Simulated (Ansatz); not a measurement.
# Quasiparticle gap of V2O5 (Pmmn)

Wanted: the gap of V2O5 (Pmmn) with a many-body correction, and the time that it takes.

Main program and level: Ansatz 0.2.0; LDA, then G0W0 on it, plane waves, PAW.

**Experimental background.**

- Gap 2.11 eV: direct optical gap from [F(R)hv]^2 plot, sample synthesized at 180 C; UV-vis diffuse reflectance, Kubelka-Munk; 300 K; powder (hydrothermal at 180 C then calcined; particles about 457 nm) (“Impact of reaction temperatures on the particle size of V2O5 synthesized by facile hydrothermal technique and their auspicious photocatalytic performance in dye degradation”, 2022, arxiv:2205.04046).

- Gap 2.3 eV: spectral onset of the EELS loss function, q along a and b; transmission EELS, 170 keV; 300 K; bulk crystal (melt-grown single crystal, microtomed free-standing slices about 1000 A thick) (“Valence band excitations in V2O5”, 1999, arxiv:cond-mat/9912400).

- Gap 2.38 eV: optical gap from reflectance; optical reflectance; bulk crystal (literature value) (quoted in “Valence band excitations in V2O5”, 1999, arxiv:cond-mat/9912400).

- Gap 2.08 eV: direct optical gap from [F(R)hv]^2 plot, sample synthesized at 100 C; UV-vis diffuse reflectance, Kubelka-Munk; 300 K; powder (hydrothermal at 100 C then calcined; particles about 340 nm) (“Impact of reaction temperatures on the particle size of V2O5 synthesized by facile hydrothermal technique and their auspicious photocatalytic performance in dye degradation”, 2022, arxiv:2205.04046).

- Gap 2.24 eV: optical gap from transmission; optical transmission; bulk crystal (literature value) (quoted in “Valence band excitations in V2O5”, 1999, arxiv:cond-mat/9912400).

This is a selection; 1 further report is not listed.

**1. The starting structure**

Symmetry: Pmmn, No. 59, orthorhombic system. Conventional cell: a = 3.564 Å, b = 11.512 Å, c = 4.368 Å, α = 90.00°, β = 90.00°, γ = 90.00°. Nearest to V lie 5 O at 1.58 to 2.02 Å. Nearest to O lie 1 V at 1.58 Å. O has 3 V at 1.88 to 2.02 Å nearest. O has 2 V at 1.78 Å nearest. Farther neighbours and most contacts between anions are not listed.

The cell and positions come from the Crystallography Open Database and are kept as given unless a step says otherwise. The default PAW set here is soft_2. Its files were made with PBE.

**2. Bands along the symmetry lines**

Levels along a band path and on the mesh show where this functional puts the band edges.

This step: DFT, LDA, plane waves, PAW.

File input.yaml:

```yaml
crystal:
  lattice:
    - [3.564, 0.0, 0.0]
    - [0.0, 11.512, 0.0]
    - [0.0, 0.0, 4.368]
  atoms:
    - { symbol: V, position: [0.0, 0.85118, 0.1083] }
    - { symbol: V, position: [0.0, 0.14882, 0.1083] }
    - { symbol: V, position: [0.5, 0.35118, 0.8917] }
    - { symbol: V, position: [0.5, 0.64882, 0.8917] }
    - { symbol: O, position: [0.0, 0.8543, 0.469] }
    - { symbol: O, position: [0.0, 0.1457, 0.469] }
    - { symbol: O, position: [0.5, 0.3543, 0.531] }
    - { symbol: O, position: [0.5, 0.6457, 0.531] }
    - { symbol: O, position: [0.0, 0.6811, 0.997] }
    - { symbol: O, position: [0.0, 0.3189, 0.997] }
    - { symbol: O, position: [0.5, 0.1811, 0.003] }
    - { symbol: O, position: [0.5, 0.8189, 0.003] }
    - { symbol: O, position: [0.0, 0.0, 0.999] }
    - { symbol: O, position: [0.5, 0.5, 0.001] }
kpoints:
  mp_grid: { grid: [6, 2, 6] }
  band_path:
    path:
      - [[0.0, 0.0, 0.0], [0.5, 0.0, 0.0], [0.5, 0.5, 0.0], [0.0, 0.5, 0.0], [0.0, 0.0, 0.0], [0.0, 0.0, 0.5], [0.5, 0.0, 0.5], [0.5, 0.5, 0.5], [0.0, 0.5, 0.5], [0.0, 0.0, 0.5]]
      - [[0.5, 0.0, 0.0], [0.5, 0.0, 0.5]]
      - [[0.0, 0.5, 0.0], [0.0, 0.5, 0.5]]
      - [[0.5, 0.5, 0.0], [0.5, 0.5, 0.5]]
    npoints: 10
hamiltonian:
  xc: lda
scf:
  occupations: { method: fermi_dirac, width: 0.02 }
  n_extra_bands: 8
output:
  eigenvalues: true
  forces: true
  stress: true
  write_density: true
  write_potential: true
  elf: true
  volumetric_format: npy
```

The run is started by

```console
> ansatz run input.yaml --threads 3 --pin off --max-ram 92160MiB --backend cuda --events-out ev --progress --plain --runs-dir out --devices 1 --max-vram 13GiB  # rebuilt from the run's record
```

Numbers of over 12 decimals in the logs are rounded to 6 here.

The program printed:

```text
scf.n_extra_bands = 8 over 56 filled bands (N_el = 112.0): the run solves 64 bands
GPUs: using 1 of 1 available (devices: 1).
Engine: ansatz 0.2.0, x86_64-unknown-linux-gnu
Pseudopotentials: kind: paw
Pseudopotential: V, paw, valence charge 13, recommended cutoff 420 eV (normal), V.paw.azcp
Pseudopotential: O, paw, valence charge 6, recommended cutoff 420 eV (normal), O.paw.azcp
Functional definition: SPW92
  exchange = slater_x
  correlation = pw_c
device memory: the entry about to start is reckoned to put 4.2 GiB on a device that reports 34.4 GiB free (of which the cap on the GPU budget leaves the run 13.0 GiB)
GPU FFT provider: cuFFT
GPU libraries: cuBLAS 13.8.2, cuFFT 12.4.0, cuSOLVER 12.3.4
Crystal: 14 atoms, lattice volume = 179.214 Å³
Basis set: ecut = 420 eV, 3495 PW (Γ)
Bands: 64, of which v1, the nominal top of the filled ones, is band 56 counted from 1 (55 counted from 0)
Symmetry: 8 space group operations
Space group: Pmmn (ITA 59), of the structure as read, at distance tolerance 5.6e-5 Å
k-points: 32 of 72
Non-local potential: V, projectors of the file, l = 0: 3, l = 1: 2, l = 2: 3, l = 3: 1
Non-local potential: O, projectors of the file, l = 0: 2, l = 1: 2, l = 2: 1
PAW form: soft (Blöchl's): semilocal exchange-correlation on the pseudo side does not see the compensation charge
PAW frozen core: V, regenerated for the run's functional, and the local potential with it (the file was generated under x = pbe(κ = 0.804, μ = 0.219515), c = pbe(β = 0.066725))
PAW frozen core: O, regenerated for the run's functional, and the local potential with it (the file was generated under x = pbe(κ = 0.804, μ = 0.219515), c = pbe(β = 0.066725))
PAW one-centre angular grid: V, 590 points (default); XC on 64 Gauss nodes
PAW one-centre angular grid: O, 110 points (default); XC on 64 Gauss nodes
Initial density: superposition of atomic densities (neutral atoms: chi_scale 0, normalization atom), corrected by the library's trained network
Initial wavefunctions: pseudopotential atomic-orbital guess
GPU buffer pool allocated for 57600 grid points (all kernels)
GPU transforms: local potential and band sums: pruned to the plane-wave sphere, on 24×80×30
Functional: x = slater, c = lda
SCF iter   1: F=—  HF=-17000.981070 eV  |F-HF|=—  |Δ(HF+E_count)|=         —  Δρ=1.84e-2  dr2=5.37e-1  ethr=1.77e-3  ⟨swp⟩=5.8  Hψ=7330  notcnv=0
preconditioner: auto → Resta (q_TF=auto, 2.523 Å⁻¹)  ε∞=8.8  [insulator: Δε(μ)=1.598 eV  Ē_g=8.891 eV  σ=0.020 eV  W_gap=1.00  n_scr=48 (ndim 8)  ℏωp=24.8 eV  f_vac=0.166  D(μ)=0.00/eV (n_scr^D=0)  ε∞_Penn≈8.8]
SCF iter   2: F=—  HF=-17000.918002 eV  |F-HF|=—  |Δ(HF+E_count)|=   6.31e-2  Δρ=1.51e-2  dr2=4.05e-1  ethr=4.79e-4  ⟨swp⟩=2.0  Hψ=3827  notcnv=0  defer=110
SCF iter   3: F=—  HF=-17000.871154 eV  |F-HF|=—  |Δ(HF+E_count)|=   4.68e-2  Δρ=5.31e-3  dr2=4.38e-2  ethr=3.61e-4  ⟨swp⟩=2.2  Hψ=3052  notcnv=0  defer=110
SCF iter   4: F=—  HF=-17000.863241 eV  |F-HF|=—  |Δ(HF+E_count)|=   7.91e-3  Δρ=2.20e-3  dr2=1.16e-2  ethr=3.91e-5  ⟨swp⟩=2.0  Hψ=3172  notcnv=0  defer=110
SCF iter   5: F=—  HF=-17000.861551 eV  |F-HF|=—  |Δ(HF+E_count)|=   1.69e-3  Δρ=8.72e-4  dr2=1.33e-3  ethr=1.04e-5  ⟨swp⟩=2.0  Hψ=2694  notcnv=0  defer=110
SCF iter   6: F=—  HF=-17000.860807 eV  |F-HF|=—  |Δ(HF+E_count)|=   7.45e-4  Δρ=3.34e-4  dr2=2.41e-4  ethr=1.18e-6  ⟨swp⟩=2.0  Hψ=2980  notcnv=0  defer=110
SCF iter   7: F=—  HF=-17000.860599 eV  |F-HF|=—  |Δ(HF+E_count)|=   2.07e-4  Δρ=2.00e-4  dr2=7.93e-5  ethr=2.16e-7  ⟨swp⟩=2.0  Hψ=3106  notcnv=0  defer=110
SCF iter   8: F=—  HF=-17000.861320 eV  |F-HF|=—  |Δ(HF+E_count)|=   7.21e-4  Δρ=5.45e-5  dr2=7.36e-6  ethr=7.08e-8  ⟨swp⟩=2.0  Hψ=3008  notcnv=0  defer=110
SCF iter   9: F=—  HF=-17000.861324 eV  |F-HF|=—  |Δ(HF+E_count)|=   4.10e-6  Δρ=2.43e-5  dr2=1.69e-6  ethr=6.57e-9  ⟨swp⟩=2.3  Hψ=2555  notcnv=0  defer=110
SCF iter  10: F=—  HF=-17000.861325 eV  |F-HF|=—  |Δ(HF+E_count)|=   7.19e-7  Δρ=8.46e-6  dr2=1.73e-7  ethr=1.51e-9  ⟨swp⟩=2.0  Hψ=2760  notcnv=0  defer=110
SCF iter  11: F=—  HF=-17000.861325 eV  |F-HF|=—  |Δ(HF+E_count)|=   2.61e-8  Δρ=7.24e-6  dr2=1.06e-7  ethr=8.93e-11  ⟨swp⟩=15.1  Hψ=20551  notcnv=0
SCF iter  12: F=-17000.861325 eV  HF=-17000.861325 eV  |F-HF|=7.83e-9  |Δ(HF+E_count)|=   7.81e-9  Δρ=2.43e-6  dr2=1.46e-8  ethr=8.93e-11  ⟨swp⟩=10.0  Hψ=16962  notcnv=0
SCF 1 converged in 12 iterations: F = -17000.861325 eV  dr2 = 1.46e-8
  Residual-converged pass: ⟨swp⟩=1.5  Hψ=2346  notcnv=0  max |occ|·‖R‖ = 7.1e-9 eV (tolerance 1.0e-8 eV)  dr2=1.46e-8  dr2_onsite=9.08e-10  max |Δocc| = 0.0e0
  greatest PAW one-centre occupation: 1.000 electrons in one spin orbital (limit 2), on the V atom at site 3 (counted from 0), in its partial waves of l = 0
device memory: the entry about to start is reckoned to put 3.5 GiB on a device that reports 34.1 GiB free (of which the cap on the GPU budget leaves the run 13.0 GiB)
NSCF: frozen V_eff on 124 k-points
SCF converged after 12 iterations
Free energy (F): -17000.861325 eV
Harris-Foulkes:  -17000.861325 eV  (|F-HF|=7.83e-9)
Internal energy: -17000.861325 eV  (E = F + TS)
E sigma→0 (E₀):  -17000.861325 eV
Fermi energy:    4.730834 eV
--- Per-component energies (eV) ---
  E_band       = -1442.382554
  E_kinetic    = 3070.696137
  E_local      = -11267.977582  (includes V_loc(G=0)·N_el)
  E_nonlocal   = 312.771537
  E_hartree    = 4580.332057
  E_xc         = -1233.392037
  E_vxc        = -1580.074666  (∫ρ·V_xc dr)
  E_paw        = -5702.034487  (= ΣΔE_a)
  E_vpaw       = -1138.493132  (= ΣTr[D̂ρ^β])
  E_aug_tail   = 0.025385  (compensation charges beyond the density's cutoff)
  E_ewald      = -6763.636150
  E_core_change = 2.353814  (= ΣΔE_core)
  E_smearing   = -0.000000  (= −TS)
  E_closure    = 0.000000  (closes the sum)
  Σ components = -17000.861325   (vs F -17000.861325, Δ=0.00e0)
--- Forces (eV/Å), atoms counted from 1 ---
  atom   1  V      0.00000000     0.10991247    -0.01288179
  atom   2  V      0.00000000    -0.10991247    -0.01288179
  atom   3  V      0.00000000     0.10991247     0.01288179
  atom   4  V      0.00000000    -0.10991247     0.01288179
  atom   5  O      0.00000000    -0.04747394    -0.26561138
  atom   6  O      0.00000000     0.04747394    -0.26561138
  atom   7  O      0.00000000    -0.04747394     0.26561138
  atom   8  O      0.00000000     0.04747394     0.26561138
  atom   9  O      0.00000000     0.15079204    -0.13762105
  atom  10  O      0.00000000    -0.15079204    -0.13762105
  atom  11  O      0.00000000     0.15079204     0.13762105
  atom  12  O      0.00000000    -0.15079204     0.13762105
  atom  13  O      0.00000000     0.00000000     0.25429528
  atom  14  O      0.00000000     0.00000000    -0.25429528
  max |Σ_I F_I| component: 0.00e0 eV/Å
--- Stress (GPa, compression-positive) ---
       -6.740048       0.000000       0.000000
        0.000000      -6.207728       0.000000
        0.000000       0.000000      -4.723526
  P = ⅓ Tr σ = -5.8904 GPa (-58.904 kbar)
--- Band table (eV; the first three rows and the last of 32) ---
  k-point 0: bands = [... 52 lower, 2.9109, 3.0811, 3.1655, 3.2274, 5.5871, 5.7433, 7.0692, 7.1657, ... 4 higher]
  k-point 1: bands = [... 52 lower, 2.9448, 3.1580, 3.2853, 3.3039, 5.6177, 5.7814, 7.0869, 7.1838, ... 4 higher]
  k-point 2: bands = [... 52 lower, 3.0539, 3.3955, 3.4042, 3.6081, 5.6832, 5.8528, 7.1288, 7.2111, ... 4 higher]
  k-point 31: bands = [... 52 lower, 3.7963, 3.7963, 3.8456, 3.8456, 6.2193, 6.2193, 6.8966, 6.8966, ... 4 higher]
```

The job ended after 21 s (1 × NVIDIA H100 80GB HBM3 (shared by 6 runs) with 3 threads of AMD EPYC 7R13 (Zen 3), shared host; peak memory 1.1 GiB; 51 s of CPU time).

This step gave:

* pressure: -5.890 GPa
* filled bands: 56
* gap: 1.730 eV
* valence top at: k = (0.450, 0.000, 0.500)
* conduction bottom at: Γ
* least direct gap: 1.989 eV

Over mesh and path the gap is 1.730 eV, from k = (0.450, 0.000, 0.500) to k = Γ. The least direct gap found is 1.989 eV, at k = (0.000, 0.000, 0.500). The pressure in this cell is -6 GPa; the cell is kept.

Electronic bands along the path, in eV, zero at the top of the highest nominally filled band:

```csv
point,band 53,band 54,band 55,band 56,band 57,band 58,band 59,band 60
Γ,-0.95,-0.78,-0.69,-0.63,1.73,1.89,3.21,3.31
halfway,-0.77,-0.70,-0.46,-0.45,2.02,2.24,3.14,3.14
X,-0.71,-0.71,-0.61,-0.61,2.28,2.28,2.98,2.98
halfway,-0.68,-0.68,-0.57,-0.57,2.31,2.31,2.97,2.97
S,-0.67,-0.67,-0.53,-0.53,2.35,2.35,2.96,2.96
halfway,-0.80,-0.80,-0.46,-0.46,2.16,2.16,3.15,3.15
Y,-0.78,-0.78,-0.69,-0.69,1.80,1.80,3.26,3.26
halfway,-0.89,-0.74,-0.70,-0.66,1.75,1.86,3.23,3.30
Γ,-0.95,-0.78,-0.69,-0.63,1.73,1.89,3.21,3.31
halfway,-0.85,-0.62,-0.50,-0.40,1.79,1.96,3.25,3.34
Z,-0.71,-0.41,-0.26,-0.13,1.86,2.03,3.30,3.36
halfway,-0.28,-0.28,-0.15,-0.10,2.07,2.23,3.16,3.20
U,-0.18,-0.18,0.00,0.00,2.31,2.31,3.08,3.08
halfway,-0.10,-0.10,0.00,0.00,2.33,2.33,3.06,3.06
R,-0.06,-0.06,-0.01,-0.01,2.36,2.36,3.04,3.04
halfway,-0.22,-0.22,-0.12,-0.12,2.16,2.16,3.19,3.19
T,-0.57,-0.57,-0.19,-0.19,1.94,1.94,3.33,3.33
halfway,-0.70,-0.45,-0.24,-0.15,1.88,2.00,3.31,3.35
Z,-0.71,-0.41,-0.26,-0.13,1.86,2.03,3.30,3.36
jump to X,-0.71,-0.71,-0.61,-0.61,2.28,2.28,2.98,2.98
halfway,-0.44,-0.44,-0.30,-0.30,2.29,2.29,3.03,3.03
U,-0.18,-0.18,0.00,0.00,2.31,2.31,3.08,3.08
jump to Y,-0.78,-0.78,-0.69,-0.69,1.80,1.80,3.26,3.26
halfway,-0.70,-0.70,-0.44,-0.44,1.87,1.87,3.30,3.30
T,-0.57,-0.57,-0.19,-0.19,1.94,1.94,3.33,3.33
jump to S,-0.67,-0.67,-0.53,-0.53,2.35,2.35,2.96,2.96
```

Electrostatic potential energy in the bc plane at fractional x = 0.000, with atoms of V and O within 0.2 Å of it. With pseudopotentials it is smooth inside the atoms' cores, unlike the true potential.

Ten even steps from '_' (-42 eV) to '@' (12 eV), each cell a mean:
```
__--##**====++%%##::__::##@@@@@@@@@@@@@@++..__==%%##==--==##**..
**%%@@%%%%##%%@@@@##++##@@@@@@@@@@@@@@@@%%****%%@@%%%%##%%%%%%##
@@@@@@@@@@@@@@@@@@@@@@@@@@@@@@@@@@@@@@@@@@@@@@@@@@@@@@@@@@@@@@@@
@@@@@@@@@@@@@@@@@@@@@@@@@@@@@@@@@@@@@@@@@@@@@@@@@@@@@@@@@@@@@@@@
@@@@@@%%++++%%@@@@@@@@@@@@@@@@@@@@@@@@@@@@@@@@@@@@@@##==**@@@@@@
@@@@@@==____++@@@@@@@@@@@@@@@@@@@@@@@@@@@@@@@@@@@@%%::__..##@@@@
@@@@%%--____==@@@@@@@@@@@@@@@@@@@@@@@@@@@@@@@@@@@@##..__..**@@@@
@@@@@@**::::**@@@@@@@@@@@@@@@@@@@@@@@@@@@@@@@@@@@@%%==..==%%@@@@
@@@@%%++----++%%@@@@@@@@@@@@@@@@@@@@@@@@@@@@@@@@%%##==--==**%%@@
%%%%**--::----**%%%%%%@@@@@@@@@@@@@@@@@@@@%%%%%%%%==::--::==##%%
::++++::----::++##==::++%%@@@@@@@@@@@@@@##----**##----==----**--
__::++--::::--****..__..##@@@@@@@@@@@@@@==____--##==::--::====__
```
Columns run along b (11.5 Å; values clipped at the 3rd and 97th percentile), rows up along c (4.4 Å). Atoms in or near the plane, at fractional coordinates: V at (0.85, 0.11), V at (0.15, 0.11), O at (0.85, 0.47), O at (0.15, 0.47), O at (0.68, 0.00), O at (0.32, 0.00), O at (0.00, 0.00).

Valence density in the bc plane at fractional x = 0.000, with atoms of V and O within 0.2 Å of it. It is the smooth field of the valence electrons, not physical close to the nuclei.

Values in e/Å³, 7 rows by 16 columns, each cell a mean:
```
 3  1  1  0  2  3  0  0  0  0  2  3  0  1  1  2
 0  0  0  0  0  0  0  0  0  0  0  0  0  0  0  0
 0  0  2  0  0  0  0  0  0  0  0  0  0  1  1  0
 0  1  6  1  0  0  0  0  0  0  0  0  0  5  3  0
 0  1  3  1  0  0  0  0  0  0  0  0  0  3  1  0
 1  2  8  2  0  1  0  0  0  0  0  1  1  7  3  1
 4  2 10  2  2  5  1  0  0  0  3  4  1  9  4  3
```
Columns run along b (11.5 Å), rows up along c (4.4 Å). Atoms in or near the plane, at fractional coordinates: V at (0.85, 0.11), V at (0.15, 0.11), O at (0.85, 0.47), O at (0.15, 0.47), O at (0.68, 0.00), O at (0.32, 0.00), O at (0.00, 0.00).

[end of part 1 of 2]

[Paths, hosts, dates, memory and timing lines, banners, echoed tables and standing remarks are left out of the program output.]

[Logs are printed without paths, hosts, clocks, repeated set-up lines and the standing remarks that a program may print on its own settings, such as how far it seeks lower states.]

[Runs of the session that timed out or met a known fault of the program may be left out.]

[Cells called generated may have been cut or substituted from an entry of the Crystallography Open Database or the Materials Project.]

[Hosts, paths, dates, database ids (printed as entryN), source tags and the programs' standing remarks are cut or masked in the printed files.]

[Where an RPA ε∞ is given, it is that of the G0W0 mesh and is not shown converged in it. Names of k-points follow the symmetry that the program found, which can be lower than the space group named. Band edges on a path are those of the sampled points; other points can move an edge, and change direct to indirect where valleys lie close.]

[Hybrid gaps are those of their k-mesh and are not shown converged in it.]
